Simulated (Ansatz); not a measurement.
## C on Mo(100): change of the work function

How does C on the hollow site change the work function of Mo(100) as the layer fills?

Method: plane-wave DFT, PBE, Ansatz PAW, in Ansatz 0.2.0.

Report form: inputs, costs, results and the conclusion, without the logs.

## 1. The starting structure

The cell holds 4 atoms: 4 Mo. Its edges and angles: a = 3.150 Å, b = 3.150 Å, c = 22.725 Å, α = 90.0°, β = 90.0°, γ = 90.0°. Vacuum lies along c.

## 2. The clean slab

The bare slab comes first, as the zero from which every change is counted. The two lowest layers are held at bulk places and the upper ones relax. The dipole correction removes the false field that a one-sided slab makes across the periodic vacuum, so each face gets a flat vacuum level of its own.

Input file input.yaml:

```yaml
crystal:
  lattice:
    - [3.15, 0.0, 0.0]
    - [0.0, 3.15, 0.0]
    - [0.0, 0.0, 22.725]
  atoms:
    - { symbol: Mo, position: [0.5, 0.5, 0.396039604] }
    - { symbol: Mo, position: [0.0, 0.0, 0.4653465347] }
    - { symbol: Mo, position: [0.5, 0.5, 0.5346534653] }
    - { symbol: Mo, position: [0.0, 0.0, 0.603960396] }
kpoints:
  mp_grid: { grid: [12, 12, 1] }
hamiltonian:
  xc: pbe
scf:
  occupations: { method: fermi_dirac, width: 0.1 }
  convergence: { dr2_threshold: 1.0e-08 }
efield:
  axis: 3
  dipole_correction: true
  ramp_position: 0.97
  ramp_width: 0.06
relax:
  f_tol: 0.02
  max_steps: 60
  constraints: [{ sites: [0, 1] }]
output:
  write_potential: true
  write_density: true
  volumetric_format: npy
```

Launch:

```sh
> ansatz run input.yaml --threads 4 --pin off --max-ram 16384MiB --backend cpu --events-out ev --progress --plain --runs-dir out
```

Elapsed: 19 s, on 4 threads of Arm Neoverse V1, shared host; peak memory 0.56 GiB; 71 s of CPU time.

Relaxation path:

| step | energy less that of the first step (eV) | largest force component (eV/Å) |
| --- | --- | --- |
| 1 | 0.0000 | 1.5631 |
| 2 | -0.0998 | 1.2124 |
| 3 | -0.1634 | 0.0307 |
| 4 | -0.1635 | 0.0155 |

Forces are held to the 8 operations that the program found; a distortion that breaks them can't arise in this run.

The atoms that moved most (Å):

| atom | dx | dy | dz | length |
| --- | --- | --- | --- | --- |
| Mo4 | 0.000 | 0.000 | -0.126 | 0.126 |
| Mo3 | 0.000 | 0.000 | 0.067 | 0.067 |

Read from the output:

- energy at zero smearing: -19819.9138 eV
- work function, upper face: 3.830 eV
- work function, lower face: 3.861 eV
- dipole along the normal: 0.001665 e·Å
- step between the vacuum levels: -0.03036 eV

Running mean over 1.575 Å of the planar mean; the ramp of the sawtooth is left out. The electron's electrostatic potential energy less the Fermi level by z:

z (Å), electron's electrostatic potential energy less the Fermi level (eV) and a bar from the least value:
```
        3        3.9 ##############################
        4        3.9 ##############################
        5        3.9 ##############################
        6        3.8 ##############################
        7        3.1 #############################
        8       -2.5 ####################
        9      -11.4 #####
       10      -12.3 ####
       11      -12.1 ####
       12      -12.7 ###
       13      -14.4 
       14       -9.2 #########
       15        1.1 #########################
       16        3.5 #############################
       17        3.8 ##############################
       18        3.8 ##############################
       19        3.8 ##############################
```

The relaxation took 4 steps and lowered the energy by 0.16 eV; the largest force on the free atoms ends at 0.015 eV/Å.

The work function of the upper face is 3.83 eV.

## 3. The covered slab, k-mesh 4×4×1, coverage 0.111 ML

System of this step: Mo36C (C/Mo(100)). The cell holds 37 atoms: 36 Mo and 1 C. Its edges and angles: a = 9.450 Å, b = 9.450 Å, c = 23.406 Å, α = 90.0°, β = 90.0°, γ = 90.0°. Vacuum lies along c.

The clean slab as it ended is repeated in the plane and the adsorbate is set on one face; the cell's size fixes the coverage, and the k-mesh shrinks with it to keep the sampling density about even. Adsorbate and upper layers relax, since the dipole depends on the height.

Input file input.yaml:

```yaml
crystal:
  lattice:
    - [9.45, 0.0, 0.0]
    - [0.0, 9.45, 0.0]
    - [0.0, 0.0, 23.4056268313]
  atoms:
    - { symbol: Mo, position: [0.1666666667, 0.1666666667, 0.3845229211] }
    - { symbol: Mo, position: [0.0, 0.0, 0.4518144323] }
    - { symbol: Mo, position: [0.1666666667, 0.1666666667, 0.5219672998] }
    - { symbol: Mo, position: [0.0, 0.0, 0.5810071388] }
    - { symbol: Mo, position: [0.1666666667, 0.5, 0.3845229211] }
    - { symbol: Mo, position: [0.0, 0.3333333333, 0.4518144323] }
    - { symbol: Mo, position: [0.1666666667, 0.5, 0.5219672998] }
    - { symbol: Mo, position: [0.0, 0.3333333333, 0.5810071388] }
[... 25 atom lines left out ...]
    - { symbol: Mo, position: [0.6666666667, 0.6666666667, 0.4518144323] }
    - { symbol: Mo, position: [0.8333333333, 0.8333333333, 0.5219672998] }
    - { symbol: Mo, position: [0.6666666667, 0.6666666667, 0.5810071388] }
    - { symbol: C, position: [0.1666666667, 0.1666666667, 0.6154770789] }
kpoints:
  mp_grid: { grid: [4, 4, 1] }
hamiltonian:
  xc: pbe
scf:
  occupations: { method: fermi_dirac, width: 0.1 }
  convergence: { dr2_threshold: 1.0e-08 }
efield:
  axis: 3
  dipole_correction: true
  ramp_position: 0.97
  ramp_width: 0.06
relax:
  f_tol: 0.02
  max_steps: 60
  constraints:
    - { sites: [0, 1, 4, 5, 8, 9, 12, 13, 16, 17, 20, 21, 24, 25, 28, 29, 32, 33] }
output:
  write_potential: true
  write_density: true
  volumetric_format: npy
```

It took 17 min on 4 threads; peak memory 11 GiB.

Relaxation path:

| step | energy less that of the first step (eV) | largest force component (eV/Å) |
| --- | --- | --- |
| 1 | 0.0000 | 2.0019 |
| 2 | -0.9996 | 0.8455 |
| 3 | -1.0718 | 0.3742 |
| 4 | -1.1045 | 0.1495 |
| 5 | -1.1087 | 0.0621 |
| 6 | -1.1111 | 0.0309 |
| 7 | -1.1116 | 0.0038 |

Forces are held to the 8 operations that the program found; a distortion that breaks them can't arise in this run.

The atoms that moved most (Å):

| atom | dx | dy | dz | length |
| --- | --- | --- | --- | --- |
| Mo20 | -0.112 | -0.112 | 0.074 | 0.174 |
| Mo8 | 0.112 | -0.112 | 0.074 | 0.174 |
| Mo16 | -0.112 | 0.112 | 0.074 | 0.174 |
| Mo4 | 0.112 | 0.112 | 0.074 | 0.174 |
| Mo3 | 0.000 | 0.000 | -0.174 | 0.174 |
| C37 | 0.000 | 0.000 | -0.157 | 0.157 |
| Mo28 | 0.000 | -0.077 | 0.003 | 0.077 |
| Mo12 | -0.077 | 0.000 | 0.003 | 0.077 |

Final coordinates:

```xyz
37
Lattice="9.4500 0.0000 0.0000 0.0000 9.4500 0.0000 0.0000 0.0000 23.4056" Properties=species:S:1:pos:R:3
Mo    1.5750    1.5750    9.0000
Mo    0.0000    0.0000   10.5750
Mo    1.5750    1.5750   12.0433
Mo    0.1116    0.1116   13.6726
Mo    1.5750    4.7250    9.0000
Mo    0.0000    3.1500   10.5750
Mo    1.5750    4.7272   12.2335
Mo    0.1116    3.0384   13.6726
Mo    1.5750    7.8750    9.0000
Mo    0.0000    6.3000   10.5750
Mo    1.5750    7.8728   12.2335
Mo   -0.0772    6.3000   13.6015
Mo    4.7250    1.5750    9.0000
Mo    3.1500    0.0000   10.5750
Mo    4.7272    1.5750   12.2335
Mo    3.0384    0.1116   13.6726
Mo    4.7250    4.7250    9.0000
Mo    3.1500    3.1500   10.5750
Mo    4.7250    4.7250   12.2126
Mo    3.0384    3.0384   13.6726
Mo    4.7250    7.8750    9.0000
Mo    3.1500    6.3000   10.5750
Mo    4.7250    7.8750   12.2126
Mo    3.2272    6.3000   13.6015
Mo    7.8750    1.5750    9.0000
Mo    6.3000    0.0000   10.5750
Mo    7.8728    1.5750   12.2335
Mo    6.3000   -0.0772   13.6015
Mo    7.8750    4.7250    9.0000
Mo    6.3000    3.1500   10.5750
Mo    7.8750    4.7250   12.2126
Mo    6.3000    3.2272   13.6015
Mo    7.8750    7.8750    9.0000
Mo    6.3000    6.3000   10.5750
Mo    7.8750    7.8750   12.2126
Mo    6.3000    6.3000   13.5784
C     1.5750    1.5750   14.2484
```

Read from the output:

- energy at zero smearing: -178631.6740 eV
- work function, upper face: 3.905 eV
- work function, lower face: 3.874 eV
- dipole along the normal: -0.01537 e·Å
- step between the vacuum levels: 0.03114 eV

Running mean over 1.575 Å of the planar mean; the ramp of the sawtooth is left out. The electron's electrostatic potential energy less the Fermi level by z:

| z (Å) | electron's electrostatic potential energy less the Fermi level (eV) |
| --- | --- |
| 3 | 3.87 |
| 4 | 3.87 |
| 5 | 3.86 |
| 6 | 3.79 |
| 7 | 3.15 |
| 8 | -2.54 |
| 9 | -11.4 |
| 10 | -12.3 |
| 11 | -12.3 |
| 12 | -12.7 |
| 13 | -14.1 |
| 14 | -9.99 |
| 15 | 0.623 |
| 16 | 3.60 |
| 17 | 3.87 |
| 18 | 3.90 |
| 19 | 3.90 |
| 20 | 3.90 |

The relaxation took 7 steps and lowered the energy by 1.1 eV; the largest force on the free atoms ends at 0.0038 eV/Å.

The covered face has 3.90 eV, +0.07 eV against the clean one; the bare back face has moved by +0.01 eV, a measure of how thin the slab is.

## 4. The covered slab, k-mesh 6×6×1, coverage 0.25 ML

System of this step: Mo16C (C/Mo(100)). The cell holds 17 atoms: 16 Mo and 1 C. Its edges and angles: a = 6.300 Å, b = 6.300 Å, c = 23.406 Å, α = 90.0°, β = 90.0°, γ = 90.0°. Vacuum lies along c.

Another coverage, to see how the dipoles act on each other as their distance changes.

Input file input.yaml:

```yaml
crystal:
  lattice:
    - [6.3, 0.0, 0.0]
    - [0.0, 6.3, 0.0]
    - [0.0, 0.0, 23.4056268313]
  atoms:
    - { symbol: Mo, position: [0.25, 0.25, 0.3845229211] }
    - { symbol: Mo, position: [0.0, 0.0, 0.4518144323] }
    - { symbol: Mo, position: [0.25, 0.25, 0.5219672998] }
    - { symbol: Mo, position: [0.0, 0.0, 0.5810071388] }
    - { symbol: Mo, position: [0.25, 0.75, 0.3845229211] }
    - { symbol: Mo, position: [0.0, 0.5, 0.4518144323] }
    - { symbol: Mo, position: [0.25, 0.75, 0.5219672998] }
    - { symbol: Mo, position: [0.0, 0.5, 0.5810071388] }
    - { symbol: Mo, position: [0.75, 0.25, 0.3845229211] }
    - { symbol: Mo, position: [0.5, 0.0, 0.4518144323] }
    - { symbol: Mo, position: [0.75, 0.25, 0.5219672998] }
    - { symbol: Mo, position: [0.5, 0.0, 0.5810071388] }
    - { symbol: Mo, position: [0.75, 0.75, 0.3845229211] }
    - { symbol: Mo, position: [0.5, 0.5, 0.4518144323] }
    - { symbol: Mo, position: [0.75, 0.75, 0.5219672998] }
    - { symbol: Mo, position: [0.5, 0.5, 0.5810071388] }
    - { symbol: C, position: [0.25, 0.25, 0.6154770789] }
kpoints:
  mp_grid: { grid: [6, 6, 1] }
hamiltonian:
  xc: pbe
scf:
  occupations: { method: fermi_dirac, width: 0.1 }
  convergence: { dr2_threshold: 1.0e-08 }
efield:
  axis: 3
  dipole_correction: true
  ramp_position: 0.97
  ramp_width: 0.06
relax:
  f_tol: 0.02
  max_steps: 60
  constraints: [{ sites: [0, 1, 4, 5, 8, 9, 12, 13] }]
output:
  dos: { projected: true, e_range: [-8, 4] }
  write_potential: true
  write_density: true
  volumetric_format: npy
  elf: true
```

The job ended after 3.8 min (4 threads; peak memory 3.2 GiB).

Step by step:

| step | energy less that of the first step (eV) | largest force component (eV/Å) |
| --- | --- | --- |
| 1 | 0.0000 | 1.9502 |
| 2 | -0.7871 | 0.9291 |
| 3 | -0.8345 | 0.3509 |
| 4 | -0.8526 | 0.0854 |
| 5 | -0.8535 | 0.0291 |
| 6 | -0.8536 | 0.0014 |

The run keeps the 8 symmetry operations that the program found, so distortions that break them were not tested.

The atoms that moved most (Å):

| atom | dx | dy | dz | length |
| --- | --- | --- | --- | --- |
| C17 | 0.000 | 0.000 | -0.190 | 0.190 |
| Mo3 | 0.000 | 0.000 | -0.177 | 0.177 |
| Mo8 | 0.091 | -0.091 | 0.069 | 0.146 |
| Mo4 | 0.091 | 0.091 | 0.069 | 0.146 |
| Mo16 | -0.091 | -0.091 | 0.069 | 0.146 |
| Mo12 | -0.091 | 0.091 | 0.069 | 0.146 |
| Mo7 | 0.000 | 0.000 | 0.018 | 0.018 |
| Mo11 | 0.000 | 0.000 | 0.018 | 0.018 |

The relaxed structure:

```xyz
17
Lattice="6.3000 0.0000 0.0000 0.0000 6.3000 0.0000 0.0000 0.0000 23.4056" Properties=species:S:1:pos:R:3
Mo    1.5750    1.5750    9.0000
Mo    0.0000    0.0000   10.5750
Mo    1.5750    1.5750   12.0402
Mo    0.0909    0.0909   13.6679
Mo    1.5750    4.7250    9.0000
Mo    0.0000    3.1500   10.5750
Mo    1.5750    4.7250   12.2348
Mo    0.0909    3.0591   13.6679
Mo    4.7250    1.5750    9.0000
Mo    3.1500    0.0000   10.5750
Mo    4.7250    1.5750   12.2348
Mo    3.0591    0.0909   13.6679
Mo    4.7250    4.7250    9.0000
Mo    3.1500    3.1500   10.5750
Mo    4.7250    4.7250   12.2134
Mo    3.0591    3.0591   13.6679
C     1.5750    1.5750   14.2153
```

Numbers from this step:

```yaml
energy_at_zero_smearing: -79531.8288 eV
work_function_upper_face: 4.082 eV
work_function_lower_face: 3.892 eV
dipole_along_the_normal: -0.04159 e·Å
step_between_the_vacuum_levels: 0.1896 eV
```

The density of states has structure finer than the step of the table below, so its rows give means over 0.25 eV. Peaks (eV: height): -3.040: 50.5, -2.890: 44.9, -2.620: 45.3, -2.500: 36.9, -0.480: 41.4, 1.230: 39.2, 1.500: 49.0.

The density of states by energy, zero at the Fermi level; means over each step:

energy (eV), density of states (states/eV a cell) and a bar:
```
    -6.25        0.0 
    -6.00        0.4 
    -5.75        1.6 ##
    -5.50        1.8 ##
    -5.25        2.1 ##
    -5.00        4.4 #####
    -4.75       12.7 #############
    -4.50       14.0 ###############
    -4.25       12.6 #############
    -4.00       20.1 #####################
    -3.75       14.2 ###############
    -3.50       11.6 ############
    -3.25       23.0 ########################
    -3.00       26.4 ############################
    -2.75       25.3 ###########################
    -2.50       27.4 #############################
    -2.25       21.1 ######################
    -2.00       16.1 #################
    -1.75       19.5 #####################
    -1.50       20.8 ######################
    -1.25       17.5 ###################
    -1.00       16.7 ##################
    -0.75       17.7 ###################
    -0.50       28.3 ##############################
    -0.25       26.8 ############################
     0.00       17.6 ###################
     0.25       12.1 #############
     0.50       17.6 ###################
     0.75       11.9 #############
     1.00       19.9 #####################
     1.25       28.1 ##############################
```

Projected DOS per atom over height of the atomic layer and energy from the Fermi level. Layers: Mo4 Mo4 Mo4 Mo4 C from below.

Ten even steps from '0' (0.00 states/eV) to '9' (3.16 states/eV), each cell a mean:
```
75550
33330
42130
41131
92260
51250
42231
43331
34331
45552
36631
34221
14421
03324
01325
00000
00000
00000
00000
00000
00000
00000
```
Columns: height of the atomic layer (Å) from 9 to 14.2 (not evenly spaced); rows upwards: energy from the Fermi level (eV) from -7.96 to 1.54.

Electrostatic potential energy in the ca plane at fractional y = 0.250, with atoms of Mo and C within 0.2 Å of it. With pseudopotentials it is smooth inside the atoms' cores, unlike the true potential.

Ten even steps from '0' (-67 eV) to '9' (7 eV), each cell a mean:
```
99999999999999999999999999999999999999999999
99999998667999997667999999999999999999999999
99999985214799974114799999999999999999999999
99999972001599962001699999999999999999999999
99999972001599962001699999999999999999999999
99999985214799974214799999999999999999999999
99999998667999998668999999999999999999999999
99999999999999999999999999999999999999999999
99999999999999999999999999999999999999999999
99999998888999998889999999999999999999999999
99999986446899975357998789999999999999999999
99999973002699851015884258999999999999999999
99999862000589830004772028999999999999999999
99999973002699851015884258999999999999999999
99999986446899975457998889999999999999999999
99999998888999998889999999999999999999999999
99999999999999999999999999999999999999999999
```
Columns run along c (16.0 Å, from fractional 0.25 to 0.94 of the cell; values clipped at the 3rd and 97th percentile), rows up along a (6.3 Å). Atoms in or near the plane, at fractional coordinates: Mo at (0.38, 0.25), Mo at (0.51, 0.25), Mo at (0.38, 0.75), Mo at (0.52, 0.75), C at (0.61, 0.25).

ELF in the ca plane at fractional y = 0.250, with atoms of Mo and C within 0.2 Å of it. It is the smooth field of the valence electrons, not physical close to the nuclei.

Ten even steps from '0' (0.00) to '9' (0.79), each cell a mean:
```
00012222233454553224554433210000000000000000
00011123443355433333455433210000000000000000
00000127887335336886335443210000000000000000
00000038768424238768324443210000000000000000
00000038768424238768324443210000000000000000
00000127887345336886335443210000000000000000
00011123443355433333455433210000000000000000
00012222233444553224554433210000000000000000
00112333344544554345444444310000000000000000
00011222223455532223445776421000000000000000
00001125765345335653368999742000000000000000
00000038888434258785377689852000000000000000
00000048658433268486374169852100000000000000
00000038888434258785377689852000000000000000
00001125665355335653368999741000000000000000
00011222223455542223445776421000000000000000
00112333344544554345444444210000000000000000
```
Columns run along c (16.0 Å, from fractional 0.25 to 0.94 of the cell), rows up along a (6.3 Å). Atoms in or near the plane, at fractional coordinates: Mo at (0.38, 0.25), Mo at (0.51, 0.25), Mo at (0.38, 0.75), Mo at (0.52, 0.75), C at (0.61, 0.25).

Valence density in the ca plane at fractional y = 0.250, with atoms of Mo and C within 0.2 Å of it. It is the smooth field of the valence electrons, not physical close to the nuclei.

Ten steps, logarithmic in the rise over the least value, from '0' (0.0 e/Å³) to '9' (6.5 e/Å³), each cell a mean:
```
00000112333333333333333221000000000000000000
00000124555433334555433211000000000000000000
00000147887533347887532210000000000000000000
00000258999633358998532110000000000000000000
00000258999633358998532110000000000000000000
00000137887533347887432210000000000000000000
00000124555433334554433211000000000000000000
00000112333333333333333221000000000000000000
00000112333333333333333321000000000000000000
00000123444333334443344432100000000000000000
00000135776433357775445553200000000000000000
00000148998643479997456664210000000000000000
00000258999643479997556765210000000000000000
00000148998643479996456664210000000000000000
00000135776433357775445553100000000000000000
00000123444333334443334432100000000000000000
00000112333333333333333321000000000000000000
```
Columns run along c (16.0 Å, from fractional 0.25 to 0.94 of the cell), rows up along a (6.3 Å). Atoms in or near the plane, at fractional coordinates: Mo at (0.38, 0.25), Mo at (0.51, 0.25), Mo at (0.38, 0.75), Mo at (0.52, 0.75), C at (0.61, 0.25).

The relaxation took 6 steps and lowered the energy by 0.85 eV; the largest force on the free atoms ends at 0.0014 eV/Å.

By hand: a sheet of dipoles makes a step −p/(ε₀A) in the electron's potential. With e/ε₀ = 180.95 V·Å, p = -0.04159 e·Å and A = 39.69 Å², that is −180.95 × (-0.04159) / 39.69 = +0.190 eV, and the two vacuum levels of the run differ by +0.190 eV.

The covered face has 4.08 eV, +0.25 eV against the clean one; the bare back face has moved by +0.03 eV, a measure of how thin the slab is.

## 5. The covered slab, k-mesh 6×6×1, coverage 0.5 ML

System of this step: Mo8C (C/Mo(100)). The cell holds 18 atoms: 16 Mo and 2 C. Its edges and angles: a = 6.300 Å, b = 6.300 Å, c = 23.406 Å, α = 90.0°, β = 90.0°, γ = 90.0°. Vacuum lies along c.

Changes to input.yaml since step 4:

```diff
@@ -23,2 +23,3 @@
     - { symbol: C, position: [0.25, 0.25, 0.6154770789] }
+    - { symbol: C, position: [0.75, 0.75, 0.6154770789] }
 kpoints:
```

It took 3.2 min on 4 threads; peak memory 3.2 GiB.

[end of part 1 of 2]

[Long decimals in the printed logs are rounded to 6 places.]

[Logs are printed without paths, hosts, clocks, repeated set-up lines and the standing remarks that a program may print on its own settings, such as how far it seeks lower states.]

[Hosts, paths, dates, database ids (printed as entryN), source tags and the programs' standing remarks are cut or masked in the printed files.]

[Maps of the electrostatic potential energy from Ansatz leave out the sawtooth potential of an applied field or a dipole correction, so their vacuum need not be flat; planar profiles and work functions include it.]

[The density of states shown here was stored with 400 of the rows of the run's finer table, so its peaks can read low, often by over a quarter, or be missed, and its means over a window can be off by a tenth or more.]
